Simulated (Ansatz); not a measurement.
# SbAs (model cell, started as rocksalt type): phonons and vibrational spectra, part 2 of 2

Wanted: phonon frequencies of SbAs (model cell, started as rocksalt type) and what follows from them.

Ansatz 0.2.0; DFT PBEsol, scalar-relativistic, plane waves, PAW.

So far. Step 3 (Relaxing to small forces for the phonons): The forces vanish by symmetry and the pressure is 0.000 GPa, within the tolerances set. The cell now holds 23.92 Å³/atom. The relaxed cell has a = 5.763 Å (conventional setting).

The structure was built from a prototype and need not be the compound's stable phase.

### Step 4. Modes at Γ

The zone centre comes first: it holds the modes that light can see, as far as symmetry allows. No field response is asked, since the mesh shows no gap.

Contents of input.yaml:

```yaml
crystal:
  lattice:
    - [0.0, 2.8813061903, 2.8813061903]
    - [2.8813061903, 0.0, 2.8813061903]
    - [2.8813061903, 2.8813061903, 0.0]
  atoms:
    - { symbol: Sb, position: [0.0, 0.0, 0.0] }
    - { symbol: As, position: [0.5, 0.5, 0.5] }
kpoints:
  mp_grid: { grid: [12, 12, 12] }
hamiltonian:
  xc: pbesol
scf:
  occupations: { method: methfessel_paxton, width: 0.2 }
output:
  eigenvalues: true
phonons:
  method: dfpt
```

Launch:

```console
ansatz run input.yaml --threads 4 --pin off --max-ram 7168MiB --backend cpu --events-out ev --progress --plain --runs-dir out
```

Numbers of over 12 decimals in the logs are rounded to 6 here.

Output:

```text
[...]
Crystal: 2 atoms, lattice volume = 47.841 Å³
Basis set: ecut = 420 eV, 941 PW (Γ), exchange–correlation on 60×60×60 points (8 copies of the dense FFT grid, shifted against one another)
Bands: 19, of which v1, the nominal top of the filled ones, is band 15 counted from 1 (14 counted from 0)
Symmetry: 48 space group operations
k-points: 163 of 1728 (irreducible under 8 space group operations, time reversal used)
[...]
SCF iter   1: F=—  HF=-11221.049695 eV  |F-HF|=—  |Δ(HF+E_count)|=         —  Δρ=2.78e-3  dr2=6.05e-3  ethr=1.77e-3  ⟨swp⟩=5.2  Hψ=14295  notcnv=0
[...]
SCF iter   9: F=-11221.046693 eV  HF=-11221.046693 eV  |F-HF|=5.46e-12  |Δ(HF+E_count)|=  1.04e-10  S|Δr|=    0.00e0  Δρ=1.28e-7  dr2=5.75e-12  ethr=1.00e-12  ⟨swp⟩=4.4  Hψ=14451  notcnv=0
SCF 1 converged in 9 iterations: F = -11221.046693 eV  dr2 = 5.75e-12
[...]
DFPT response loops at Γ: preconditioner auto → Kerker (q_TF=auto, 2.524 Å⁻¹) (partly filled bands, converged f_vac=0.000); β = 1.00, the filter's whole step (`scf.mixing.beta` (0.50) is not read by the response loops under this deck's `scf.mixing.preconditioner`; to damp them name `kerker` or `kerker_dos`, under which they read `scf.mixing.beta`, and type it under 1.00, their step now; both keys bind the ground state too); Broyden in place of MSR1
SCF converged after 9 iterations
[...]
Free energy (F): -11221.046693 eV
[...]
Internal energy: -11221.045452 eV  (E = F + TS)
E sigma→0 (E₀):  -11221.046383 eV
Entropy (-TS):   -0.001241 eV (-0.620 meV/atom)
Fermi energy:    11.147655 eV
[...]
--- Band table (eV; the first three rows and the last of 163) ---
  k-point 0: bands = [... 11 lower, 6.3765, 9.2932, 9.2932, 9.2932, 14.9349, 14.9349, 14.9349, 16.4399]
  k-point 1: bands = [... 11 lower, 5.9214, 9.3054, 9.3054, 9.5756, 14.5052, 14.5052, 14.6024, 16.3527]
  k-point 2: bands = [... 11 lower, 4.9197, 9.3516, 9.3516, 10.0657, 13.6257, 13.6257, 13.9019, 16.4143]
  k-point 162: bands = [... 11 lower, 1.8662, 5.6467, 5.6467, 11.1572, 11.6003, 16.5979, 16.5979, 18.1647]
--- Phonons (Γ-DFPT): 2 representative perturbations + reference, on 163 of 1728 k-points (Σ response iterations 6) ---
  k mesh reduced under 8 symmetry operations, with k and −k counted as one. Each operation leaves every solved perturbation unchanged. A smaller set is not used because it would not reduce the number of displacements times k-points to solve
  ASR residual: 1.215e-5 → 0.000e0 eV/Å²; symmetrization residual: 9.050e-6 eV/Å²
  ASR residual per site (eV/Å²): 1.22e-5 1.77e-6
  Γ frequencies (cm⁻¹): -143.38 -143.38 -143.38 0.00 0.00 0.00
  non-analytic LO–TO correction: not included (Born effective charges unavailable; polar crystals: no LO–TO splitting at Γ)
```

Wall time 9.7 s (4 threads of Arm Neoverse V2, shared host); peak memory 0.74 GiB; 36 s of CPU time.

Numbers from this step:

| Quantity | Value |
| --- | --- |
| sum-rule residual before enforcement | 1.22e-5 eV/Å² |
| point group | m-3m |
| highest optical mode at the zone centre (no LO-TO term) | -143.4 cm⁻¹ |
| lowest optical zone-centre mode | -143.4 cm⁻¹ |

Patterns of degenerate modes are one choice out of their space. Modes at Γ, with each element's share of the kinetic energy (negative means imaginary):

| mode | frequency (cm⁻¹) | symmetry | Sb % | As % |
| --- | --- | --- | --- | --- |
| 1 | -143.4 | T1u | 38 | 62 |
| 2 | -143.4 | T1u | 38 | 62 |
| 3 | -143.4 | T1u | 38 | 62 |
| 4 | 0.0 | acoustic | 62 | 38 |
| 5 | 0.0 | acoustic | 62 | 38 |
| 6 | 0.0 | acoustic | 62 | 38 |

Displacements in mode 1 (-143.4 cm⁻¹), the largest set to 1:
```
Sb1 -0.62  0.00  0.00
As2  1.00  0.00  0.00
```

Before it was imposed, the acoustic sum rule was missed by 1.2e-5 eV/Å². Small misses are needed for a sound result but don't prove that mesh and cutoff are converged. The lowest optical mode is imaginary, 143.4i cm⁻¹, so the energy falls along it.

### Step 5. Response at finite wavevector

Stability and thermal properties need the whole zone. Linear response on a 4×4×4 q mesh gives force constants as far as a supercell of that size would.

input.yaml, as its differences from that of step 4:

```diff
@@ -18 +18,8 @@
   method: dfpt
+  qmesh: [4, 4, 4]
+  temperatures: { t_max: 1000, t_step: 50 }
+  qpath:
+    path:
+      - [[0.0, 0.0, 0.0], [0.5, 0.0, 0.5], [0.625, 0.25, 0.625]]
+      - [[0.375, 0.375, 0.75], [0.0, 0.0, 0.0], [0.5, 0.5, 0.5], [0.5, 0.25, 0.75], [0.5, 0.0, 0.5]]
+    npoints: 10
```

Output:

```text
[...]
Crystal: 2 atoms, lattice volume = 47.841 Å³
Basis set: ecut = 420 eV, 941 PW (Γ), exchange–correlation on 60×60×60 points (8 copies of the dense FFT grid, shifted against one another)
Bands: 19, of which v1, the nominal top of the filled ones, is band 15 counted from 1 (14 counted from 0)
Symmetry: 48 space group operations
k-points: 72 of 1728
[...]
SCF iter   1: F=—  HF=-11221.049688 eV  |F-HF|=—  |Δ(HF+E_count)|=         —  Δρ=2.78e-3  dr2=6.06e-3  ethr=1.77e-3  ⟨swp⟩=5.2  Hψ=6279  notcnv=0
[...]
SCF iter   9: F=-11221.046693 eV  HF=-11221.046693 eV  |F-HF|=1.82e-12  |Δ(HF+E_count)|=  1.09e-10  S|Δr|=    0.00e0  Δρ=1.27e-7  dr2=5.68e-12  ethr=1.00e-12  ⟨swp⟩=4.3  Hψ=6597  notcnv=0
SCF 1 converged in 9 iterations: F = -11221.046693 eV  dr2 = 5.68e-12
[...]
SCF iter   4: F=-11221.046693 eV  HF=-11221.046693 eV  |F-HF|=1.82e-12  |Δ(HF+E_count)|=  5.46e-12  S|Δr|=    0.00e0  Δρ=1.34e-7  dr2=3.38e-12  ethr=1.00e-12  ⟨swp⟩=2.0  Hψ=2736  notcnv=0
SCF 2 converged in 4 iterations: F = -11221.046693 eV  dr2 = 3.38e-12
phonons: the bands overlap, so this run is a metal and interpolates without the dipole-dipole term. If the crystal is really an insulator or semiconductor, its LO-TO splitting is missing
NSCF: frozen V_eff on 72 k-points
[...]
DFPT response loops at q = (0, 0, 0) (fractional): preconditioner auto → Kerker (q_TF=auto, 2.524 Å⁻¹) (partly filled bands, converged f_vac=0.000); β = 1.00, the filter's whole step (`scf.mixing.beta` (0.50) is not read by the response loops under this deck's `scf.mixing.preconditioner`; to damp them name `kerker` or `kerker_dos`, under which they read `scf.mixing.beta`, and type it under 1.00, their step now; both keys bind the ground state too); Broyden in place of MSR1
[...]
SCF converged after 9 iterations
[...]
Free energy (F): -11221.046693 eV
[...]
Internal energy: -11221.045452 eV  (E = F + TS)
E sigma→0 (E₀):  -11221.046383 eV
Entropy (-TS):   -0.001241 eV (-0.620 meV/atom)
Fermi energy:    11.147655 eV
[...]
--- Band table (eV; the first three rows and the last of 72) ---
  k-point 0: bands = [... 11 lower, 6.3765, 9.2932, 9.2932, 9.2932, 14.9349, 14.9349, 14.9349, 16.4399]
  k-point 1: bands = [... 11 lower, 5.9214, 9.3054, 9.3054, 9.5756, 14.5052, 14.5052, 14.6024, 16.3527]
  k-point 2: bands = [... 11 lower, 4.9197, 9.3516, 9.3516, 10.0657, 13.6257, 13.6257, 13.9019, 16.4143]
  k-point 71: bands = [... 11 lower, 1.8662, 5.6467, 5.6467, 11.1572, 11.6003, 16.5979, 16.5979, 18.1647]
--- Phonons (Γ-DFPT): 2 representative perturbations + reference (Σ response iterations 6) ---
  ASR residual: 1.381e-5 → 0.000e0 eV/Å²; symmetrization residual: 1.355e-5 eV/Å²
  ASR residual per site (eV/Å²): 1.38e-5 9.80e-6
  Γ frequencies (cm⁻¹): -143.38 -143.38 -143.38 0.00 0.00 0.00
--- Phonons (arbitrary-q DFPT): 8 irreducible q on the 4×4×4 mesh ---
  q = [0.0000, 0.0000, 0.0000] (star 1, of the zone-centre solve; hermiticity 7.73e-6, symmetrization 4.82e-12): -143.38 -143.38 -143.38 -0.00 0.00 0.00
  q = [0.0000, 0.0000, 0.2500] (star 8, 2 solved perturbations on 936 of 1728 k-point pairs; hermiticity 1.01e-5, symmetrization 3.86e-12): 68.05 68.05 89.96 139.23 139.23 162.58
[...]
q = [0.0000, 0.2500, 0.2500] (star 6, 4 solved perturbations in 1608 linear systems a pass and spin channel, the states on 510 of 1728 k-point pairs; hermiticity 5.79e-6, symmetrization 1.34e-12): 34.60 34.60 62.83 62.83 115.36 142.28
[...]
sum rule: each row above includes the acoustic sum rule's correction from the zone centre's row sums; it moved no ω² by more than (0.19 cm⁻¹)²
  mesh force constants: q→R imaginary residual 2.15e-18; ASR residual 1.381e-5 → 0.000e0 eV/Å²; symmetrization residual 3.553e-15 eV/Å²
  interpolated dispersion: 62 rows × 6 modes
  density of states and harmonic sums: on the 20×20×20 q-mesh, interpolated from the force constants of a 4×4×4 supercell (no non-analytic term)
  largest difference from the sums on the solved wave vectors: F 6.63e-3 eV, S 9.21e-6 and C_V 3.67e-6 eV/K
  zero-point energy: 0.038000 eV/cell   skipped modes (ω ≤ 0): 38, of them read as no rigid motion or as one in doubt: 35 (6.338e-2 modes/cell left out, lowest -143.38 cm⁻¹)   left out of the sums: 1.06e-2 of the cell's modes: C_V's classical limit lies that fraction below 3 k_B per atom; for a crystal, a wire or a layer, F and S can be off by more, and a phonons.interpolated_qmesh denser along its periods is the remedy for the sampling
```

Elapsed: 5.1 min, on 4 threads; peak memory 3.7 GiB; 20 min of CPU time.

Numbers from this step:

| Item | Value |
| --- | --- |
| sum-rule residual before enforcement | 1.38e-5 eV/Å² |
| lowest frequency on the path | -143.4 cm⁻¹ |
| highest frequency on the path or at a solved wavevector | 184.4 cm⁻¹ |
| lowest mode on the q mesh (acoustic modes at Γ apart) | -143.4 cm⁻¹ |

Frequencies (cm⁻¹) solved at each irreducible wavevector; negative means imaginary. Frequencies by wavevector, by row:

| q in reciprocal lattice units | star | mode 1 | mode 2 | mode 3 | mode 4 | mode 5 | mode 6 |
| --- | --- | --- | --- | --- | --- | --- | --- |
| 0 0 0 | 1 | -143.4 | -143.4 | -143.4 | 0 | 0 | 0 |
| 0 0 0.25 | 8 | 68 | 68 | 90 | 139.2 | 139.2 | 162.6 |
| 0 0 -0.5 | 4 | 109 | 109 | 145.9 | 147.2 | 147.2 | 163.7 |
| 0 0.25 0.25 | 6 | 34.6 | 34.6 | 62.8 | 62.8 | 115.4 | 142.3 |
| 0 0.25 -0.5 | 24 | 77.3 | 80.4 | 97.4 | 118.7 | 126.8 | 143.7 |
| 0 0.25 -0.25 | 12 | 55 | 62.6 | 103.7 | 130.9 | 137.4 | 152.4 |
| 0 -0.5 -0.5 | 3 | 42.6 | 42.6 | 62 | 89 | 100.8 | 100.8 |
| 0.25 -0.5 -0.25 | 6 | 61.9 | 61.9 | 96 | 96 | 115.5 | 143.1 |

Interpolated from a 4×4×4 q mesh. Phonon branches along the path, in cm⁻¹:

| point | branch 1 | branch 2 | branch 3 | branch 4 | branch 5 | branch 6 |
| --- | --- | --- | --- | --- | --- | --- |
| Γ | -143 | -143 | -143 | 0 | 0 | 0 |
| halfway | 35 | 35 | 63 | 63 | 115 | 142 |
| X | 43 | 43 | 62 | 89 | 101 | 101 |
| halfway | 54 | 61 | 66 | 91 | 110 | 121 |
| U | 66 | 68 | 84 | 86 | 126 | 150 |
| jump to K | 66 | 68 | 84 | 86 | 126 | 150 |
| halfway | 49 | 88 | 89 | 110 | 150 | 167 |
| Γ | -143 | -143 | -143 | 0 | 0 | 0 |
| halfway | 68 | 68 | 90 | 139 | 139 | 163 |
| L | 109 | 109 | 146 | 147 | 147 | 164 |
| halfway | 78 | 87 | 110 | 122 | 135 | 149 |
| W | 62 | 62 | 96 | 96 | 116 | 143 |
| halfway | 58 | 66 | 76 | 93 | 105 | 135 |
| X | 43 | 43 | 62 | 89 | 101 | 101 |

The phonon branches as a text plot (rows in cm⁻¹):

```
    178 |                                    ****
    164 |                  *   **           * *  ***
    150 |                ** ******           * **********  **
    137 |    *****      *  ****  *          *   * *****  **  *
    123 |              ****  ***           *   *    ******    *
    109 |   *  ** **  **    *** * **       * ** ****  *** *******
     96 |    **  *  *****  **  *****        * **   ***  *********
     82 |   *     **     ***    **         * *       ***     *
     68 |      ************ **** ***      * *          **********
     55 |  * **   **   **  * **** ***     **               *****
     41 |      ***  ***     *    ****    *                     **
     27 | *****                   ****  **
     14 | *                          *  * *
      0 |*                            **
    -14 |
    -27 |
    -41 |  *                        *
    -55 |   *
    -68 |                           *
    -82 |
    -96 |  *                        *    *
   -109 |
   -123 | *                          *
   -137 |**                          ****
         Γ           X  U|K            Γ         L        W     X
```

Tetrahedra on a 20×20×20 mesh, mean over bins of 5 cm-1. Interpolated from a 4×4×4 q mesh. The phonon density of states by wavenumber; read off at these points:

| wavenumber (cm⁻¹) | phonon density of states (1/cm⁻¹/cell) |
| --- | --- |
| -142 | 1.0e-5 |
| -128 | 3.0e-4 |
| -112 | 4.7e-4 |
| -98 | 5.1e-4 |
| -78 | 5.4e-4 |
| -62 | 4.9e-4 |
| -48 | 4.6e-4 |
| -32 | 4.8e-4 |
| -18 | 5.4e-4 |
| -2 | 6.3e-4 |
| 12 | 9.1e-4 |
| 32 | 0.00387 |
| 48 | 0.0169 |
| 62 | 0.0614 |
| 68 | 0.0705 |
| 78 | 0.0532 |
| 92 | 0.062 |
| 108 | 0.0503 |
| 122 | 0.0485 |
| 142 | 0.0536 |
| 158 | 0.0276 |
| 172 | 0.00656 |
| 188 | 0 |

Phonopy on the run's constants, 17x17x17 mesh, Gaussian sigma 2.5 cm-1. Interpolated from a 4×4×4 q mesh. Partial phonon density of states against wavenumber; read off at these points; values in 1/cm⁻¹/cell:

| wavenumber (cm⁻¹) | As | Sb |
| --- | --- | --- |
| -150.0 | 5.2e-6 | 0 |
| -140.0 | 2.9e-5 | 1.9e-5 |
| -130.0 | 4.8e-4 | 3.1e-4 |
| -120.0 | 2.2e-5 | 1.1e-5 |
| -110.0 | 2.1e-4 | 1.4e-4 |
| -100.0 | 5.5e-4 | 4.0e-4 |
| -90.0 | 2.7e-4 | 1.8e-4 |
| -80.0 | 3.2e-4 | 2.7e-4 |
| -70.0 | 5.4e-5 | 4.8e-5 |
| -60.0 | 6.9e-4 | 6.2e-4 |
| -50.0 | 1.4e-5 | 1.4e-5 |
| -40.0 | 5.6e-5 | 1.0e-4 |
| -30.0 | 2.6e-4 | 6.5e-4 |
| -20.0 | 9.5e-6 | 2.9e-5 |
| -10.0 | 2.5e-5 | 3.1e-4 |
| 0.0 | 4.0e-5 | 5.9e-5 |
| 10.0 | 5.5e-6 | 1.1e-5 |
| 20.0 | 3.4e-4 | 0.00115 |
| 30.0 | 0.00116 | 0.00289 |
| 40.0 | 0.00298 | 0.00670 |
| 50.0 | 0.00553 | 0.0170 |
| 60.0 | 0.00859 | 0.0352 |
| 66.6 | 0.0157 | 0.0573 |
| 70.0 | 0.0178 | 0.0450 |
| 80.0 | 0.0242 | 0.0300 |
| 90.0 | 0.0288 | 0.0277 |
| 93.2 | 0.0302 | 0.0268 |
| 100.0 | 0.0292 | 0.0325 |
| 110.0 | 0.0235 | 0.0217 |
| 120.0 | 0.0210 | 0.0234 |
| 130.0 | 0.0281 | 0.0201 |
| 140.0 | 0.0346 | 0.0122 |
| 146.5 | 0.0449 | 0.00964 |
| 150.0 | 0.0401 | 0.00813 |
| 160.0 | 0.0168 | 0.00402 |
| 170.0 | 0.00634 | 0.00239 |
| 180.0 | 0.00223 | 0.00112 |
| 190.0 | 2.4e-5 | 9.1e-6 |

Second derivatives of the energy by pair, one row for each kind of neighbour of each atom listed. Each entry sums the pair over the periodic images of the supercell that the q mesh stands for, and in a polar crystal it holds the long-range dipole part too. Force constants by pair, by row:

| atom | neighbour | distance (Å) | third of the trace (eV/Å²) | along the pair's line (eV/Å²) |
| --- | --- | --- | --- | --- |
| Sb1 | itself | 0 | 4.093 | – |
| Sb1 | As | 2.881 | -0.2717 | -0.6155 |
| Sb1 | Sb | 4.075 | -0.0869 | -0.5236 |
| Sb1 | As | 4.991 | 0.0638 | 0.0624 |
| Sb1 | Sb | 5.763 | -0.5067 | -1.309 |
| Sb1 | As | 6.443 | 0.0539 | 0.137 |
| Sb1 | Sb | 7.058 | -0.0506 | -0.0614 |
| As2 | itself | 0 | 3.879 | – |
| As2 | Sb | 2.881 | -0.2717 | -0.6155 |
| As2 | As | 4.075 | -0.0762 | -0.2598 |
| As2 | Sb | 4.991 | 0.0638 | 0.0624 |
| As2 | As | 5.763 | -0.4279 | -1.142 |
| As2 | Sb | 6.443 | 0.0539 | 0.137 |
| As2 | As | 7.058 | -0.0624 | -0.0668 |

Symmetry leaves 8 wavevectors to solve. The lowest mode among them, the acoustic zeros apart, lies at Γ and is imaginary, 143.4i cm⁻¹, so the energy falls along it.

### Step 6. Isotope substitution

An isotope changes the mass and not the force constants, so no new electronic calculation is needed; the shifts show which modes move this element.

The same force constants with the mass of Sb changed from 121.760 to 122.904 u (phonopy, no LO-TO term). Both lists are sorted by frequency; levels can cross, so a row need not hold one and the same mode. Modes under 3 cm⁻¹ are left out. Isotope shifts, by row:

| q | rank | natural mass (cm⁻¹) | changed mass (cm⁻¹) |
| --- | --- | --- | --- |
| 0 0 0 | 1 | -143.4 | -143.1 |
| 0 0 0 | 2 | -143.4 | -143.1 |
| 0 0 0 | 3 | -143.4 | -143.1 |
| 0 0 0.25 | 1 | 68.05 | 67.81 |
| 0 0 0.25 | 2 | 68.05 | 67.81 |
| 0 0 0.25 | 3 | 89.96 | 89.7 |
| 0 0 0.25 | 4 | 139.2 | 139.1 |
| 0 0 0.25 | 5 | 139.2 | 139.1 |
| 0 0 0.25 | 6 | 162.6 | 162.3 |
| 0 0 -0.5 | 1 | 109 | 108.5 |
| 0 0 -0.5 | 2 | 109 | 108.5 |
| 0 0 -0.5 | 3 | 145.9 | 145.2 |
| 0 0 -0.5 | 4 | 147.2 | 147.2 |
| 0 0 -0.5 | 5 | 147.2 | 147.2 |
| 0 0 -0.5 | 6 | 163.7 | 163.7 |
| 0 0.25 0.25 | 1 | 34.6 | 34.45 |
| 0 0.25 0.25 | 2 | 34.6 | 34.45 |
| 0 0.25 0.25 | 3 | 62.83 | 62.81 |
| 0 0.25 0.25 | 4 | 62.83 | 62.81 |
| 0 0.25 0.25 | 5 | 115.4 | 114.8 |
| 0 0.25 0.25 | 6 | 142.3 | 142.2 |

A mode of this element alone would shift by -0.47 %.

### Step 7. Results

| Item | Value |
| --- | --- |
| space group after relaxation (within 0.01 Å) | Fm-3m |
| volume per atom | 23.9 Å³ |
| electronic character | no gap on this mesh |
| highest optical mode at the zone centre (no LO-TO term) | -143 cm⁻¹ |
| lowest optical zone-centre mode | -143 cm⁻¹ |
| lowest mode on the q mesh (acoustic modes at Γ apart) | -143 cm⁻¹ |
| highest frequency on the path or at a solved wavevector | 184 cm⁻¹ |
| imaginary modes on the 4×4×4 q mesh | yes |

What this shows: Modes are clearly imaginary (beyond 10i cm⁻¹) at 1 of the 8 irreducible wavevectors, most at Γ (143.4i cm⁻¹), so this structure is not a minimum of the energy. The optical modes at Γ form one degenerate level at -143 cm⁻¹ (negative means imaginary). With no gap, or one that is small against the smearing, the frequencies hang on the k mesh and the smearing, most of all near Kohn anomalies. A semilocal functional can close a gap that the real compound would have, so the metallic treatment may be an artefact of the level. Spin-orbit coupling is left out, which can matter for the heavy elements here. A phonon run warned that its eigensolver left some bands unconverged in a pass. The starting cell was built on a prototype and not taken from a measurement, so the phase need not exist. These are harmonic frequencies at zero temperature: anharmonic shifts, linewidths and thermal expansion are left out.

[Logs are printed without paths, hosts, clocks, repeated set-up lines and the standing remarks that a program may print on its own settings, such as how far it seeks lower states.]

[Hosts, paths, dates, database ids (printed as entryN), source tags and the programs' standing remarks are cut or masked in the printed files.]
